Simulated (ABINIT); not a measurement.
## BSbSe3 (Pm-3m): zone-centre phonons

Aim: the zone-centre modes of BSbSe3 (Pm-3m).

Main program and level: ABINIT 10.8.3; DFT LDA, scalar-relativistic, plane waves, HGH norm-conserving pseudopotentials.

The structure was built from a prototype and need not be the compound's stable phase.

## Step 1: The starting structure

The structure is cubic, space group Pm-3m (No. 221). The conventional cell has a = 4.365 Å, b = 4.365 Å, c = 4.365 Å, α = 90.00°, β = 90.00°, γ = 90.00°. Nearest to Sb lie 12 Se at 3.09 Å. Nearest to B lie 6 Se at 2.18 Å. Nearest to Se lie 2 B at 2.18 Å and 4 Sb at 3.09 Å. Farther neighbours and most contacts between anions are not listed.

## Step 2: A probe with smearing

A first run with smearing and empty bands tells whether the crystal has a gap, which decides between fixed occupations and smearing later on.

File probe.abi:

```
# ground state
tolvrs 1.0d-08
prtden 1
prtwf 1

# basis, mesh and filling
ecut 49.0
ecutsm 3.0
ixc 7
ngkpt 4 4 4
nshiftk 1
shiftk 0.0 0.0 0.0
istwfk *1
occopt 7
tsmear 0.005
nband 20
nstep 100
diemac 9.0
prtebands 0
prtgsr 0
useylm 1

# cell and atoms
acell 3*1.0 Angstrom
rprim 
    4.365 0.0 0.0
    0.0 4.365 0.0
    0.0 0.0 4.365
ntypat 3
znucl 51 5 34
natom 5
typat 1 2 3 3 3
xred 
    0.0 0.0 0.0
    0.5 0.5 0.5
    0.5 0.5 0.0
    0.5 0.0 0.5
    0.0 0.5 0.5
pp_dirpath "./pseudo"
pseudos "Sb.hgh, B.hgh, Se.hgh"
```

The run is started by

```bash
$ OMP_NUM_THREADS=1 mpirun -n 4 abinit probe.abi > probe.log
```

Numbers of over 12 decimals in the logs are rounded to 6 here.

probe.abo, the main output file:

```text
[banners, grids, parts of the stress and lines that vanish by symmetry left out]
- input  file    -> probe.abi
- output file    -> probe.abo
- root for input  files -> probei
[...]
Symmetries : space group Pm -3 m (#221); Bravais cP (primitive cubic)
[...]
mpw =        9328          nfft =      157464          nkpt =          10
[...]
== DATASET  1 ==================================================================
[...]
cutoff_energies: {ecut:  49.0, pawecutdg:  -1.0, }
[...]
Exchange-correlation functional for the present dataset will be:
  LDA: Perdew-Wang 92 LSD fit to Ceperley-Alder data - ixc=7
[...]
ETOT  1  -36.443017695221    -3.644E+01 4.713E-02 4.494E+03
 ETOT  2  -36.636279009703    -1.933E-01 1.490E-02 3.065E+03
 ETOT  3  -36.860395084966    -2.241E-01 1.822E-02 6.428E+01
 ETOT  4  -36.865913412352    -5.518E-03 1.793E-02 1.934E+01
 ETOT  5  -36.867521214137    -1.608E-03 1.970E-03 1.267E+00
 ETOT  6  -36.867682326192    -1.611E-04 1.935E-03 1.027E-02
 ETOT  7  -36.867683504448    -1.178E-06 6.348E-04 4.724E-05
 ETOT  8  -36.867683509263    -4.815E-09 4.572E-04 2.260E-07
 ETOT  9  -36.867683509296    -3.364E-11 1.067E-04 6.057E-09
 At SCF step    9       vres2   =  6.06E-09 < tolvrs=  1.00E-08 =>converged.
[...]
sigma(1 1)= -2.99819918E-04  sigma(3 2)=  0.00000000E+00
  sigma(2 2)= -2.99819918E-04  sigma(3 1)=  0.00000000E+00
  sigma(3 3)= -2.99819918E-04  sigma(2 1)=  0.00000000E+00
[...]
convergence: {deltae: -3.364E-11, res2:  6.057E-09, residm:  1.067E-04, diffor: null, }
etotal    :  -3.68676835E+01
[...]
sigma(1 1)= -2.99819918E-04  sigma(3 2)=  0.00000000E+00
  sigma(2 2)= -2.99819918E-04  sigma(3 1)=  0.00000000E+00
  sigma(3 3)= -2.99819918E-04  sigma(2 1)=  0.00000000E+00
[...]
- sigma(1 1)= -8.82100653E+00  sigma(3 2)=  0.00000000E+00
- sigma(2 2)= -8.82100653E+00  sigma(3 1)=  0.00000000E+00
- sigma(3 3)= -8.82100653E+00  sigma(2 1)=  0.00000000E+00
[...]
fcart     -0.0000000000E+00 -0.0000000000E+00 -0.0000000000E+00
           strten     -2.9981991788E-04 -2.9981991788E-04 -2.9981991788E-04
================================================================================

[key lines of the parts left out:]
pressure_GPa:   8.8210E+00
```

Wall time 18 s (4 MPI ranks of Arm Neoverse V1, shared host); 70 s of CPU time.

Read from the output:

* volume per atom: 16.63 Å³
* pressure: 8.821 GPa
* gap on the k-mesh: 0 eV

No gap opens on this mesh, so smearing is kept.

## Step 3: Rough relaxation

The typed start is rough, so a first relaxation with smearing and loose thresholds takes it towards rest cheaply.

File prerelax.abi:

```
# relaxation
ionmov 2
optcell 2
dilatmx 1.15
chkdilatmx 0
ntime 40
tolmxf 3.0d-04
tolvrs 1.0d-10
prtwf 0
prtden 0
chksymtnons 0

# basis, mesh and filling
ecut 39.2
ecutsm 3.0
ixc 7
ngkpt 4 4 4
nshiftk 1
shiftk 0.0 0.0 0.0
istwfk *1
occopt 7
tsmear 0.005
nband 20
nstep 100
diemac 1000000.0
prtebands 0
prtgsr 0
useylm 1

# cell and atoms
acell 3*1.0 Angstrom
rprim 
    4.365 0.0 0.0
    0.0 4.365 0.0
    0.0 0.0 4.365
ntypat 3
znucl 51 5 34
natom 5
typat 1 2 3 3 3
xred 
    0.0 0.0 0.0
    0.5 0.5 0.5
    0.5 0.5 0.0
    0.5 0.0 0.5
    0.0 0.5 0.5
pp_dirpath "./pseudo"
pseudos "Sb.hgh, B.hgh, Se.hgh"
```

The run is started by

```bash
$ OMP_NUM_THREADS=1 mpirun -n 4 abinit prerelax.abi > prerelax.log
```

prerelax.abo, the main output file:

```text
[banners, grids, parts of the stress and lines that vanish by symmetry left out]
- input  file    -> prerelax.abi
- output file    -> prerelax.abo
- root for input  files -> prerelaxi
[...]
Symmetries : space group Pm -3 m (#221); Bravais cP (primitive cubic)
[...]
mpw =       10068          nfft =      157464          nkpt =          10
[...]
== DATASET  1 ==================================================================
[...]
cutoff_energies: {ecut:  39.2, pawecutdg:  -1.0, }
[...]
Exchange-correlation functional for the present dataset will be:
  LDA: Perdew-Wang 92 LSD fit to Ceperley-Alder data - ixc=7
[...]
ETOT  1  -36.460937779903    -3.646E+01 3.505E-02 4.422E+03
 ETOT  2  -36.731418139382    -2.705E-01 9.088E-03 1.666E+03
 ETOT  3  -36.863255338668    -1.318E-01 7.054E-03 4.072E+01
 ETOT  4  -36.865792074376    -2.537E-03 1.205E-02 1.070E+01
[...]
ETOT  8  -36.874056211355    -8.811E-13 1.397E-07 3.375E-11
 At SCF step    8       vres2   =  3.38E-11 < tolvrs=  1.00E-10 =>converged.
[...]
sigma(1 1)= -1.45889234E-06  sigma(3 2)=  0.00000000E+00
  sigma(2 2)= -1.45889234E-06  sigma(3 1)=  0.00000000E+00
  sigma(3 3)= -1.45889234E-06  sigma(2 1)=  0.00000000E+00
[...]
convergence: {deltae: -8.811E-13, res2:  3.375E-11, residm:  1.397E-07, diffor: null, }
etotal    :  -3.68740562E+01
[...]
At Broyd/MD step   4, gradients are converged :
[...]
sigma(1 1)= -1.45889234E-06  sigma(3 2)=  0.00000000E+00
  sigma(2 2)= -1.45889234E-06  sigma(3 1)=  0.00000000E+00
  sigma(3 3)= -1.45889234E-06  sigma(2 1)=  0.00000000E+00
[...]
- sigma(1 1)= -4.29220945E-02  sigma(3 2)=  0.00000000E+00
- sigma(2 2)= -4.29220945E-02  sigma(3 1)=  0.00000000E+00
- sigma(3 3)= -4.29220945E-02  sigma(2 1)=  0.00000000E+00
[...]
fcart     -0.0000000000E+00 -0.0000000000E+00 -0.0000000000E+00
           strten     -1.4588923389E-06 -1.4588923389E-06 -1.4588923389E-06
================================================================================

[key lines of the parts left out:]
pressure_GPa:   4.2922E-02
Total energy (etotal) [Ha]= -3.68740562113553E+01
```

The job ended after 72 s (4 MPI ranks; 4.8 min of CPU time).

Step by step:

| step | energy less that of the first step (eV) | largest force (eV/Å) | volume (Å³) |
| --- | --- | --- | --- |
| 1 | 0.0000 | 0.0000 | 83.17 |
| 2 | -0.1013 | 0.0000 | 85.43 |
| 3 | -0.1805 | 0.0000 | 89.73 |
| 4 | -0.1815 | 0.0000 | 90.24 |

| conventional cell, symmetrised | before | after | change |
| --- | --- | --- | --- |
| a (Å) | 4.365 | 4.485 | +2.8 % |
| b (Å) | 4.365 | 4.485 | +2.8 % |
| c (Å) | 4.365 | 4.485 | +2.8 % |
| volume (Å³/atom) | 16.63 | 18.05 | +8.5 % |

The relaxed structure:

```xyz
5
Lattice="4.4854 0.0000 0.0000 0.0000 4.4854 0.0000 0.0000 0.0000 4.4854" Properties=species:S:1:pos:R:3 pbc="T T T"
Sb    0.0000    0.0000    0.0000
B     2.2427    2.2427    2.2427
Se    2.2427    2.2427    0.0000
Se    2.2427    0.0000    2.2427
Se    0.0000    2.2427    2.2427
```

This step gave:

- volume per atom: 18.05 Å³
- pressure: 0.04292 GPa

The volume changes by +8.5 % in this run and stands +8.5 % from the first cell.

## Step 4: Relaxation

The harmonic expansion needs vanishing forces, and a free crystal bears no stress, so cell and atoms are brought to rest. Stress is more sensitive to the basis than forces are: the last 3 Ha under the cutoff are smoothed with ecutsm.

File relax.abi:

```
# relaxation
ionmov 2
optcell 2
dilatmx 1.08
ntime 40
tolmxf 1.0d-05
tolvrs 1.0d-14
prtwf 0
prtden 0
chksymtnons 0

# basis, mesh and filling
ecut 49.0
ecutsm 3.0
ixc 7
ngkpt 6 6 6
nshiftk 1
shiftk 0.0 0.0 0.0
istwfk *1
occopt 7
tsmear 0.01
nband 20
nstep 100
diemac 1000000.0
prtebands 0
prtgsr 0
useylm 1

# cell and atoms
acell 3*1.0 Angstrom
rprim 
    4.485436857 0.0 0.0
    0.0 4.485436857 0.0
    0.0 0.0 4.485436857
ntypat 3
znucl 51 5 34
natom 5
typat 1 2 3 3 3
xred 
    0.0 0.0 0.0
    0.5 0.5 0.5
    0.5 0.5 0.0
    0.5 0.0 0.5
    0.0 0.5 0.5
pp_dirpath "./pseudo"
pseudos "Sb.hgh, B.hgh, Se.hgh"
```

The run is started by

```bash
$ OMP_NUM_THREADS=1 mpirun -n 4 abinit relax.abi > relax.log
```

relax.abo, the main output file:

```text
[banners, grids, parts of the stress and lines that vanish by symmetry left out]
- input  file    -> relax.abi
- output file    -> relax.abo
- root for input  files -> relaxi
[...]
Symmetries : space group Pm -3 m (#221); Bravais cP (primitive cubic)
[...]
mpw =       12592          nfft =      216000          nkpt =          20
[...]
== DATASET  1 ==================================================================
[...]
cutoff_energies: {ecut:  49.0, pawecutdg:  -1.0, }
[...]
Exchange-correlation functional for the present dataset will be:
  LDA: Perdew-Wang 92 LSD fit to Ceperley-Alder data - ixc=7
[...]
ETOT  1  -36.496406077336    -3.650E+01 5.038E-02 5.538E+03
 ETOT  2  -36.749599782226    -2.532E-01 1.443E-02 1.945E+03
 ETOT  3  -36.880879030483    -1.313E-01 8.540E-03 2.163E+01
 ETOT  4  -36.882248222704    -1.369E-03 3.627E-03 7.441E-01
 ETOT  5  -36.882298386626    -5.016E-05 9.378E-04 2.950E-01
[...]
At SCF step   12       vres2   =  6.60E-16 < tolvrs=  1.00E-14 =>converged.
[...]
sigma(1 1)=  2.25650461E-05  sigma(3 2)=  0.00000000E+00
  sigma(2 2)=  2.25650461E-05  sigma(3 1)=  0.00000000E+00
  sigma(3 3)=  2.25650461E-05  sigma(2 1)=  0.00000000E+00
[...]
convergence: {deltae: -7.461E-13, res2:  6.597E-16, residm:  7.247E-05, diffor: null, }
etotal    :  -3.68823269E+01
[...]
ETOT  1  -36.882307686280    -3.688E+01 9.767E-04 8.277E-01
[...]
At SCF step    9       vres2   =  1.30E-15 < tolvrs=  1.00E-14 =>converged.
[...]
sigma(1 1)=  1.64051054E-05  sigma(3 2)=  0.00000000E+00
  sigma(2 2)=  1.64051054E-05  sigma(3 1)=  0.00000000E+00
  sigma(3 3)=  1.64051054E-05  sigma(2 1)=  0.00000000E+00
[...]
convergence: {deltae:  4.903E-13, res2:  1.297E-15, residm:  1.018E-04, diffor: null, }
etotal    :  -3.68823510E+01
[...]
ETOT  1  -36.882079939449    -3.688E+01 1.437E-03 5.712E+00
[...]
At SCF step   10       vres2   =  2.34E-16 < tolvrs=  1.00E-14 =>converged.
[...]
sigma(1 1)= -1.59751026E-07  sigma(3 2)=  0.00000000E+00
  sigma(2 2)= -1.59751026E-07  sigma(3 1)=  0.00000000E+00
  sigma(3 3)= -1.59751026E-07  sigma(2 1)=  0.00000000E+00
[...]
convergence: {deltae: -5.542E-13, res2:  2.341E-16, residm:  3.784E-06, diffor: null, }
etotal    :  -3.68823776E+01
[...]
ETOT  1  -36.882377580997    -3.688E+01 1.875E-06 5.338E-04
[...]
ETOT  6  -36.882377608869    -2.629E-13 7.430E-07 8.661E-13
 ETOT  7  -36.882377608870    -7.674E-13 7.125E-07 7.291E-15
 At SCF step    7       vres2   =  7.29E-15 < tolvrs=  1.00E-14 =>converged.
[...]
sigma(1 1)=  1.10127532E-09  sigma(3 2)=  0.00000000E+00
  sigma(2 2)=  1.10127533E-09  sigma(3 1)=  0.00000000E+00
  sigma(3 3)=  1.10127533E-09  sigma(2 1)=  0.00000000E+00
[...]
convergence: {deltae: -7.674E-13, res2:  7.291E-15, residm:  7.125E-07, diffor: null, }
etotal    :  -3.68823776E+01
[...]
At Broyd/MD step   4, gradients are converged :
[...]
sigma(1 1)=  1.10127532E-09  sigma(3 2)=  0.00000000E+00
  sigma(2 2)=  1.10127533E-09  sigma(3 1)=  0.00000000E+00
  sigma(3 3)=  1.10127533E-09  sigma(2 1)=  0.00000000E+00
[...]
- sigma(1 1)=  3.24006386E-05  sigma(3 2)=  0.00000000E+00
- sigma(2 2)=  3.24006389E-05  sigma(3 1)=  0.00000000E+00
- sigma(3 3)=  3.24006388E-05  sigma(2 1)=  0.00000000E+00
[...]
fcart     -0.0000000000E+00 -0.0000000000E+00 -0.0000000000E+00
           strten      1.1012753235E-09  1.1012753305E-09  1.1012753279E-09
================================================================================

[key lines of the parts left out:]
pressure_GPa:  -3.2401E-05
Total energy (etotal) [Ha]= -3.68823776088699E+01
```

The job ended after 2.6 min (4 MPI ranks).

The steps of the relaxation:

| step | energy less that of the first step (eV) | largest force (eV/Å) | volume (Å³) |
| --- | --- | --- | --- |
| 1 | 0.0000 | 0.0000 | 90.24 |
| 2 | -0.0007 | 0.0000 | 90.06 |
| 3 | -0.0014 | 0.0000 | 89.58 |
| 4 | -0.0014 | 0.0000 | 89.58 |

| conventional cell, symmetrised | before | after | change |
| --- | --- | --- | --- |
| a (Å) | 4.485 | 4.474 | -0.2 % |
| b (Å) | 4.485 | 4.474 | -0.2 % |
| c (Å) | 4.485 | 4.474 | -0.2 % |
| volume (Å³/atom) | 18.05 | 17.92 | -0.7 % |

Read from the output:

```
volume per atom : 17.92 Å³
pressure        : -3.24e-5 GPa
```

The volume changes by -0.7 % in this run and stands +7.7 % from the first cell.

## Step 5: Ground state

The response is built on these wavefunctions, so the potential is converged far more tightly than an energy would need. ecutsm is kept as in the relaxation, so that the cell stays at rest. Smearing stays on, as the first look found no gap above 0.3 eV.

File gs.abi:

```
# ground state
tolvrs 1.0d-16
prtden 1
prtwf 1

# basis, mesh and filling
ecut 49.0
ecutsm 3.0
ixc 7
ngkpt 6 6 6
nshiftk 1
shiftk 0.0 0.0 0.0
istwfk *1
occopt 7
tsmear 0.01
nband 20
nstep 100
diemac 1000000.0
prtebands 0
prtgsr 0
useylm 1

# cell and atoms
acell 3*1.0 Angstrom
rprim 
    4.474450655 0.0 0.0
    0.0 4.474450655 0.0
    0.0 0.0 4.474450655
ntypat 3
znucl 51 5 34
natom 5
typat 1 2 3 3 3
xred 
    0.0 0.0 0.0
    0.5 0.5 0.5
    0.5 0.5 0.0
    0.5 0.0 0.5
    0.0 0.5 0.5
pp_dirpath "./pseudo"
pseudos "Sb.hgh, B.hgh, Se.hgh"
```

The run is started by

```bash
$ OMP_NUM_THREADS=1 mpirun -n 4 abinit gs.abi > gs.log
```

gs.abo, the main output file:

```text
[banners, grids, parts of the stress and lines that vanish by symmetry left out]
- input  file    -> gs.abi
- output file    -> gs.abo
- root for input  files -> gsi
[...]
Symmetries : space group Pm -3 m (#221); Bravais cP (primitive cubic)
[...]
mpw =        9952          nfft =      157464          nkpt =          20
[...]
== DATASET  1 ==================================================================
[...]
cutoff_energies: {ecut:  49.0, pawecutdg:  -1.0, }
[...]
Exchange-correlation functional for the present dataset will be:
  LDA: Perdew-Wang 92 LSD fit to Ceperley-Alder data - ixc=7
[...]
ETOT  1  -36.502598379229    -3.650E+01 5.280E-02 4.030E+03
 ETOT  2  -36.749755927748    -2.472E-01 1.065E-02 1.404E+03
 ETOT  3  -36.880728354969    -1.310E-01 1.939E-02 1.745E+01
 ETOT  4  -36.882293549277    -1.565E-03 5.610E-04 5.942E-01
 ETOT  5  -36.882345630666    -5.208E-05 9.352E-04 2.445E-01
[...]
ETOT 12  -36.882377772895     1.108E-12 2.618E-04 4.572E-15
 ETOT 13  -36.882377772896    -7.958E-13 1.941E-04 2.426E-18
 At SCF step   13       vres2   =  2.43E-18 < tolvrs=  1.00E-16 =>converged.
[...]
sigma(1 1)=  8.85563720E-10  sigma(3 2)=  0.00000000E+00
  sigma(2 2)=  8.85563722E-10  sigma(3 1)=  0.00000000E+00
  sigma(3 3)=  8.85563722E-10  sigma(2 1)=  0.00000000E+00
[...]
convergence: {deltae: -7.958E-13, res2:  2.426E-18, residm:  1.941E-04, diffor: null, }
etotal    :  -3.68823778E+01
[...]
sigma(1 1)=  8.85563720E-10  sigma(3 2)=  0.00000000E+00
  sigma(2 2)=  8.85563722E-10  sigma(3 1)=  0.00000000E+00
  sigma(3 3)=  8.85563722E-10  sigma(2 1)=  0.00000000E+00
[...]
- sigma(1 1)=  2.60541841E-05  sigma(3 2)=  0.00000000E+00
- sigma(2 2)=  2.60541842E-05  sigma(3 1)=  0.00000000E+00
- sigma(3 3)=  2.60541842E-05  sigma(2 1)=  0.00000000E+00
[...]
fcart     -0.0000000000E+00 -0.0000000000E+00 -0.0000000000E+00
           strten      8.8556371958E-10  8.8556372218E-10  8.8556372218E-10
================================================================================

[key lines of the parts left out:]
pressure_GPa:  -2.6054E-05
```

Elapsed: 43 s, on 4 MPI ranks; 2.8 min of CPU time.

This step gave:

- pressure: -2.61e-5 GPa

The cell stands at -2.6e-5 GPa, close enough for phonons.

(Part 1 of 3 ends here.)

[Host names and launcher messages were left out of these logs when they were recorded.]

[Logs are printed without paths, hosts, clocks, repeated set-up lines and the standing remarks that a program may print on its own settings, such as how far it seeks lower states.]

[Hosts, paths, dates, database ids (printed as entryN), source tags and the programs' standing remarks are cut or masked in the printed files.]
